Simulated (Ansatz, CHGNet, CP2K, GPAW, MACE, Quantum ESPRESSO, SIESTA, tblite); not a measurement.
# Σ3 (111)[11-2] symmetric tilt boundary in Na2S (72 atoms) in GPAW, part 2 of 2

Wanted: GPAW inputs and outputs for Σ3 (111)[11-2] symmetric tilt boundary in Na2S (72 atoms), checked against a plane-wave reference.

Program: GPAW 26.7.0; the method stands at each step. Banners, paths, timers and routine set-up lines are dropped from the logs unmarked, and long logs keep their key lines alone; longer cuts are marked.

So far. Step 2 (PBE, LCAO dzp, h 0.2 Å): Forces lie 5.5 % from the reference's, at 0.59 times its CPU time (on 1 against 4 cores). Step 3 (PBE, LCAO sz(dzp), h 0.2 Å): Against the first run (5.5 %), the force difference from the reference is 14 %, at 0.35 times the CPU time, with 432 basis functions against 1128: the smaller basis costs accuracy.

**4. PBE, LCAO dzp, h 0.28 Å**

Method: Kohn-Sham DFT, PBE, PAW, atomic orbitals (dzp).

Contents of run.py:

```python
import numpy as np
from ase.io import read
from gpaw import GPAW, FermiDirac

atoms = read("structure.xyz")
atoms.calc = GPAW(
    mode="lcao",
    basis="dzp",
    h=0.28,
    xc="PBE",
    kpts={"size": (1, 1, 1), "gamma": True},
    occupations=FermiDirac(0.05),
    maxiter=200,
    symmetry={"point_group": False},
    txt="gpaw.txt",
)
energy = atoms.get_potential_energy(force_consistent=True)
forces = atoms.get_forces()
print(f"energy {energy:.6f} eV")
print("forces (eV/A)")
for i, (a, f) in enumerate(zip(atoms, forces)):
    print(f"{i:4d} {a.symbol:2s} {f[0]:10.5f} {f[1]:10.5f} {f[2]:10.5f}")
print(f"Fermi level {atoms.calc.get_fermi_level():.4f} eV")
for k in range(len(atoms.calc.get_ibz_k_points())):
    for s in range(atoms.calc.get_number_of_spins()):
        e = atoms.calc.get_eigenvalues(kpt=k, spin=s)
        n = np.searchsorted(e, atoms.calc.get_fermi_level())
        print(f"k {k} spin {s} levels about the Fermi level:", np.round(e[max(n - 6, 0):n], 4).tolist(), "|", np.round(e[n:n + 6], 4).tolist())
```

Contents of structure.xyz:

```xyz
72
Lattice="8.00983 0.00000 0.00000 0.00000 9.24896 0.00000 0.00000 0.00000 22.67522" Properties=species:S:1:pos:R:3 pbc="T T T"
[... 72 atom lines left out: the same atoms as in the first run ...]
```

Started as:

```
$ OMP_NUM_THREADS=1 python run.py > output.txt
```

The log of the run:

```text
energy -219.265301 eV
forces (eV/A)
   0 S     2.87924   -0.02355    0.89129
   1 Na    0.00070   -0.02826    0.06317
   2 Na   -0.10714    0.03982   -0.02627
   3 S     0.12052   -0.08600   -0.08482
   4 Na   -0.00006    0.05213   -0.06340
   5 Na   -0.06049    0.19940    0.26263
   6 S     1.94990   -0.17918    0.45884
   7 Na    0.11144   -0.00277    0.21001
   8 Na   -0.09560   -0.10625   -0.07720
   9 S    -0.32538    0.24718    0.06739
  10 Na   -0.08611   -0.16240   -0.07124
  11 Na    0.44739   -0.00549    0.35426
[...]
67 Na   -0.28955   -0.10390    0.30421
  68 Na    0.11026    0.11152   -0.10361
  69 S     0.15552    0.00048   -0.12243
  70 Na   -0.19715    0.02428    0.35991
  71 Na   -0.00218    0.08815    0.10934
Fermi level 1.6126 eV
k 0 spin 0 levels about the Fermi level: [0.3746, 0.3921, 0.4022, 0.4506, 0.4635, 0.485] | [2.6856, 3.3093, 3.6378, 4.3677, 4.4819, 4.5035]
```

gpaw.txt:

```text
Input parameters:
  mode=LCAO(),
  basis={'default': 'dzp'},
  h=0.28,
  kpts=MonkhorstPack(size=(1, 1, 1), gamma=True),
  maxiter=200,
  occupations=Occupations(name='fermi-dirac', width=0.05, fixmagmom=False),
  symmetry=Symmetry(point_group=False),
  xc=XC(name='PBE')
[... lines left out ...]
  Fermi-Dirac:
[... lines left out ...]
convergence criteria:
- Maximum [total energy] change in last 3 cyles: 0.0005 eV / valence electron
[... lines left out ...]
Converged in 8 steps
[... lines left out ...]
  Free energy:    -219.265301
[... lines left out ...]
Fermi level: 1.613
[... lines left out ...]
|          0 |       -22.593 |     2.000 |
|        ... |               |           |
|        232 |         0.337 |     2.000 |
|        233 |         0.338 |     2.000 |
[...]
|        247 |         4.789 |     0.000 |
|        ... |               |           |
|        291 |         7.581 |     0.000 |
Gap: 2.201 eV
Transition (v -> c):
  (s=0, k=0, n=239, [0.00, 0.00, 0.00]) -> (s=0, k=0, n=240, [0.00, 0.00, 0.00])
No difference between direct/indirect transitions
Force computation time: 48.971  # s
timing:  # [seconds]
  Total:  209.286  # ━━━━━━━━━━━━━━━━━━━━━━━━━━━━━━━━━━━━━━━━━━━━━━━━━━━━━━━━
  Init:     9.314  # ━━╸
  SCF:    150.968  # ━━━━━━━━━━━━━━━━━━━━━━━━━━━━━━━━━━━━━━━━╸
  Forces:  48.971  # ━━━━━━━━━━━━━
```

Elapsed: 3.5 min, on 1 thread of Arm Neoverse V2, shared host; peak memory 1 GiB.

Compared with the plane-wave run:

```
r.m.s. force component                           : 0.6002 eV/Å
r.m.s. difference of force components            : 41 meV/Å
longest difference of force vectors              : 160.9 meV/Å
force difference over r.m.s. force               : 7.177 %
slope of forces against the reference's          : 1.049
correlation of force components                  : 0.9988
gap (highest filled to lowest empty level) : 2.201 eV
gap difference                                   : -0.0074 eV
energy less the same-level run's                 : 113.8 meV/atom
r.m.s. force difference from the same-level run  : 31.76 meV/Å
```

This is a coarse setting, run to see what it loses.

Against the first run (5.5 %), the force difference from the reference is 7.2 %, at 0.37 times the CPU time: the grid matters here.

The difference per atom is largest on S (0.092 eV/Å on average, against 0.032 on Na).

**5. The ladder**

Differences are against the plane-wave reference, forces as r.m.s. over components; share is that over the reference's r.m.s. force, slope the least-squares factor from reference forces to these. Total energies of different programs have different zeros and aren't compared.

| run | Δ force, r.m.s. (meV/Å) | share (%) | slope | Δ gap (eV) | cores | CPU time | memory (GiB) |
| --- | --- | --- | --- | --- | --- | --- | --- |
| reference | - | - | - | - | 4 | 16 min | 3.6 |
| GPAW PBE, LCAO dzp, h 0.2 Å | 31.7 | 5.54 | 1.048 | -0.0132 | 1 | 9.5 min | 2.6 |
| GPAW PBE, LCAO sz(dzp), h 0.2 Å (coarse) | 77.9 | 13.6 | 1.131 | -0.137 | 1 | 3.3 min | 2.1 |
| GPAW PBE, LCAO dzp, h 0.28 Å (coarse) | 41.0 | 7.18 | 1.049 | -0.0074 | 1 | 3.5 min | 1.0 |

Rows marked coarse were listed beforehand as settings not expected to be converged; some can still land near the reference.

CPU time is summed over cores on a shared host, where runs went side by side, so it is rough. Symmetry, cutoffs, thresholds, outputs and thread counts weren't matched or tuned between programs; memory under MPI is the largest rank's times the ranks.

Within one program, basis, potentials and functional, energies share a zero. Each run against its twin at the usual cutoff or grid and solver:

| run | twin | Δ energy (meV/atom) | Δ force, r.m.s. (meV/Å) | CPU time over the twin's |
| --- | --- | --- | --- | --- |
| GPAW PBE, LCAO dzp, h 0.28 Å | LCAO dzp, h 0.2 Å | 114 | 31.8 | 0.37 |

Further runs of this program without a result: GPAW PBE, LCAO szp(dzp), h 0.2 Å (cut off at its time limit).

**6. What came out**

```json
{"nearest in forces": "GPAW PBE, LCAO dzp, h 0.2 Å, 5.5 %", "its CPU time": "9.5 min"}
```

What this shows: The PBE run in local orbitals, coarse settings apart, differs by 5.5 % (GPAW PBE, LCAO dzp, h 0.2 Å); basis, grid and potentials can all enter. Runs with settings chosen to be coarse differ by 7.2 % (GPAW PBE, LCAO dzp, h 0.28 Å) to 14 % (GPAW PBE, LCAO sz(dzp), h 0.2 Å), their programs' other errors included. Of the electronic-structure runs that take under half the reference's CPU time, GPAW PBE, LCAO dzp, h 0.28 Å comes nearest, at 7.2 % in 3.5 min against 16 min. GPAW PBE, LCAO sz(dzp), h 0.2 Å stiffens the forces by a factor of 1.13 while following their directions (correlation 0.999); the slopes of the 3 GPAW runs lie between 1.05 and 1.13. At the same functional, gaps differ from the reference's 2.21 eV by between -0.14 and -0.01 eV. These are spacings on the run's k-points, which needn't hold the band edges. The potentials hold different valence shells: 576 electrons in the reference, 480 in GPAW; this bears on time and differences. The host structure and its lattice constant were typed by rule, without a check against the phase diagram. The electronic-structure runs sample only Γ, in a cell whose shortest periodic width is 8 Å.

[Also dropped from logs without a mark: logging warnings of Python, and SIESTA's first energy breakdown and zero terms.]

[Logs are printed without paths, hosts, clocks, repeated set-up lines and the standing remarks that a program may print on its own settings, such as how far it seeks lower states.]

[Hosts, paths, dates, database ids (printed as entryN), source tags and the programs' standing remarks are cut or masked in the printed files.]
